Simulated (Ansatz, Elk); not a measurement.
## How far do independent atoms describe Mg2ZnS3?

The structure of Mg2ZnS3 used here is made up (a known structure type with other elements) and was relaxed beforehand with PBEsol. The aim is the Fourier transform of its all-electron density, F(hkl), set beside the sum over free spherical atoms that refinements use.

Method: DFT, PBE, all-electron APW+lo, Dirac cores, scalar-relativistic bands, static density, no spin, in Elk 11.2.3 (patched build).

This account leaves out most program logs.

The structure was built from a prototype and need not be the compound's stable phase.

### 1. Starting point

The structure is trigonal, space group P-3m1 (No. 164). Conventional cell: a = 3.630 Å, b = 3.630 Å, c = 8.872 Å, α = 90.00°, β = 90.00°, γ = 120.00°. Nearest to Zn lie 6 S at 2.53 Å. Nearest to S lie 6 Mg at 2.58 Å. Nearest to S lie 3 Zn at 2.53 Å and 3 Mg at 2.59 Å. Mg has 6 S at 2.58 to 2.59 Å nearest. Farther neighbours and most contacts between anions are not listed.

### 2. Ground state and structure factors

An all-electron density is needed, since X-rays see the cores too. Task 0 finds the density and task 195 Fourier-transforms it; tshift is off so that phases refer to the origin typed.

The input, elk.in:

```
tasks
  0
  195

xctype
  20

spinpol
  .false.

rgkmax
  7.0

gmaxvr
  14.0

lmaxo
  7

lmaxapw
  8

swidth
  0.002

tshift
  .false.

ramdisk
  .false.

hmaxvr
  5.5

maxscl
  120

epspot
  1e-06

sppath
  './'

avec
  6.85956422835 -0.00000000000 -0.00000000000
  -3.42978211418 5.94055688064 -0.00000000000
  -0.00000000000 -0.00000000000 16.76561665872

atoms
  3
  'Zn.in'
  1
  -0.0000000000 -0.0000000000 -0.0000000000   0.000000 0.000000 0.000000
  'S.in'
  3
  0.0000000000 -0.0000000000 0.5000000000   0.000000 0.000000 0.000000
  0.6666666667 0.3333333333 0.8408825917   0.000000 0.000000 0.000000
  0.3333333333 0.6666666667 0.1591174083   0.000000 0.000000 0.000000
  'Mg.in'
  2
  0.6666666667 0.3333333333 0.3308006063   0.000000 0.000000 0.000000
  0.3333333333 0.6666666667 0.6691993937   0.000000 0.000000 0.000000

ngridk
  7 7 3
```

Launch:

```bash
$ OMP_NUM_THREADS=4 elk
```

Run time: 26 s. Hardware: 4 threads of Arm Neoverse V2, shared host; peak memory 0.21 GiB; 65 s of CPU time.

SFACRHO.OUT:

```text

h k l indices transformed by vhmat matrix:
   1.000000000       0.000000000       0.000000000    
   0.000000000       1.000000000       0.000000000    
   0.000000000       0.000000000       1.000000000    

      h      k      l  multipl.   |H|            Re(F)            Im(F)           |F|

      0      0      0      1   0.0000000       102.00000     -0.16555205E-15   102.00000    
      0      0      1      2  0.37476613       19.380412      0.47406017E-14   19.380412    
      0      0     -2      2  0.74953226       19.015428      0.20147557E-13   19.015428    
      1      0      0      6   1.0576761       16.379036      0.47406017E-14   16.379036    
     -1      0      1      6   1.1221089       14.889247      0.23703008E-14   14.889247    
     -1      1      1      6   1.1221089       6.9797822      0.83886428E-14   6.9797822    
      0      0      3      2   1.1242984       7.1900474      0.85182686E-14   7.1900474    
     -1      1     -2      6   1.2963323       75.875749     -0.35924872E-14   75.875749    
      0      1     -2      6   1.2963323       14.276532      0.17777256E-13   14.276532    
      0      0      4      2   1.4990645       12.592647     -0.34369362E-13   12.592647    
     -1      1     -3      6   1.5436080       17.791573     -0.35554512E-14   17.791573    
      0      1     -3      6   1.5436080       11.407132     -0.35554512E-14   11.407132    
      1     -2      0      6   1.8319488       65.074291      0.57153686E-15   65.074291    
      1     -1      4      6   1.8346316       16.080739     -0.22517858E-13   16.080739    
     -1      0     -4      6   1.8346316       64.655585      0.14147733E-13   64.655585    
      2     -1      1     12   1.8698893       14.555740      -0.0000000       14.555740    
      0      0     -5      2   1.8738307       8.5164793     -0.15406955E-13   8.5164793    
      2     -1     -2     12   1.9793522       14.324127      0.24888159E-13   14.324127
```

Elk indexes on the primitive cell of elk.in and gives |H| = 4π sin θ/λ in inverse bohr. Below, one row stands for each form hkl of the conventional cell (m members, Friedel mates merged), F is for one primitive cell and the density is static (no thermal factor). Free-atom factors are Waasmaier and Kirfel's, and R is Σm||F|−|F'||/Σm|F|.

```tsv
hkl	m	sin θ/λ (Å⁻¹)	abs F, DFT	neutral atoms	diff.
001	2	0.056	19.380	19.424	-0.044
002	2	0.113	19.015	19.046	-0.031
100	6	0.159	16.379	16.430	-0.051
011	6	0.169	14.889	14.976	-0.086
101	6	0.169	6.980	7.833	-0.853
003	2	0.169	7.190	8.037	-0.847
012	6	0.195	75.876	75.706	+0.170
102	6	0.195	14.277	14.350	-0.074
004	2	0.225	12.593	12.678	-0.086
013	6	0.232	17.792	17.942	-0.150
103	6	0.232	11.407	11.501	-0.094
110	6	0.276	65.074	65.417	-0.343
014	6	0.276	16.081	16.237	-0.156
104	6	0.276	64.656	65.001	-0.346
111	12	0.281	14.556	14.674	-0.118
005	2	0.282	8.517	8.600	-0.083
112	12	0.298	14.324	14.458	-0.134
200	6	0.318	12.775	12.887	-0.112
201	6	0.323	11.778	11.859	-0.081
021	6	0.323	8.218	8.135	+0.083
113	12	0.323	8.358	8.273	+0.085
105	6	0.324	16.971	17.073	-0.103
```

### 3. The highest occupied states alone

An energy window below the Fermi level keeps the highest occupied states, to see at which angles they scatter; shallow core shells can lie inside it and anion s states outside. No new self-consistency is needed.

elk.in: that of step 2 with these lines changed.

```diff
@@ -1,3 +1,2 @@
 tasks
-  0
   195
@@ -40,2 +39,5 @@
 
+wsfac
+  -0.343960 0.507280
+
 sppath
```

Launch:

```bash
$ OMP_NUM_THREADS=4 elk
```

It took 10 s on 4 threads; peak memory 0.15 GiB.

States within 15 eV below the Fermi level hold 34.00 electrons; any levels below the window count with the cores. Their amplitudes can exceed the total, where window and core parts have opposite phase:

```tsv
hkl	sin θ/λ (Å⁻¹)	abs F, window	abs F, all
001	0.056	10.306	19.380
002	0.113	9.908	19.015
100	0.159	8.435	16.379
011	0.169	8.001	14.889
101	0.169	0.613	6.980
003	0.169	0.676	7.190
012	0.195	13.390	75.876
102	0.195	7.391	14.277
004	0.225	6.651	12.593
013	0.232	7.068	17.792
```

### 4. Another functional

The difference from free atoms is small, so it is set against the change that PBEsol makes.

elk.in: that of step 3 with these lines changed.

```diff
@@ -1,2 +1,3 @@
 tasks
+  0
   195
@@ -4,3 +5,3 @@
 xctype
-  20
+  22
 
@@ -39,5 +40,2 @@
 
-wsfac
-  -0.343960 0.507280
-
 sppath
```

Launch:

```bash
$ OMP_NUM_THREADS=4 elk
```

It took 26 s on 4 threads; peak memory 0.19 GiB; 65 s of CPU time.

Against the first run R = 0.06 %; the largest change is -0.063 at 012.

### 5. Basis size

A smaller basis shows how fast F responds to it; the change is likely larger than the basis error of the first run, but doesn't show convergence.

elk.in: that of step 4 with these lines changed.

```diff
@@ -5,3 +5,3 @@
 xctype
-  22
+  20
 
@@ -11,3 +11,3 @@
 rgkmax
-  7.0
+  5.5
```

Launch:

```bash
$ OMP_NUM_THREADS=4 elk
```

Run time: 22 s. Hardware: 4 threads; peak memory 0.17 GiB.

Against the first run R = 0.05 %; the largest change is +0.037 at 021.

### 6. Settings against the effect

```tsv
run	R against the first run (%)	R against neutral atoms, low angle (%)	wall time
PBE, rgkmax 7	0.00	0.83	26 s
PBEsol	0.06	0.82	26 s
rgkmax 5.5	0.05	0.83	22 s
```

### 7. What came out

| Property | Result |
| --- | --- |
| R against neutral atoms, sin θ/λ < 0.3 Å⁻¹ | 0.83 % |
| R against neutral atoms, 0.3 to 0.70 Å⁻¹ | 0.19 % |

Independent neutral atoms miss the calculated amplitudes by R = 0.83 % below 0.3 Å⁻¹ and 0.19 % from there to 0.70 Å⁻¹; by shells, 0.20 % below 0.15 Å⁻¹ (2 forms), 0.85 % 0.15 to 0.3 (15 forms), 0.33 % 0.3 to 0.45 (28 forms), 0.14 % above 0.45 (104 forms). Bonding, aspherical density and the tables' own atoms all enter these figures, and the runs don't part them. The largest change of an amplitude is -0.85 electrons, at 101. The window's part falls from 34.0 electrons at the origin to at most 3.11 between 0.45 and 0.70 Å⁻¹, where compact states inside the window still scatter. Below 0.3 Å⁻¹ the changes that finished (PBEsol and rgkmax 5.5) move F by R = 0.05 % at most, against the 0.83 % that separates it from free atoms. The k-mesh has no finished test. Part of the difference isn't bonding: the tables are fits to free atoms and ions calculated by other methods than this functional. Thermal motion, anomalous dispersion and extinction are left out.

[Logs are printed without paths, hosts, clocks, repeated set-up lines and the standing remarks that a program may print on its own settings, such as how far it seeks lower states.]

[Hosts, paths, dates, database ids (printed as entryN), source tags and the programs' standing remarks are cut or masked in the printed files.]
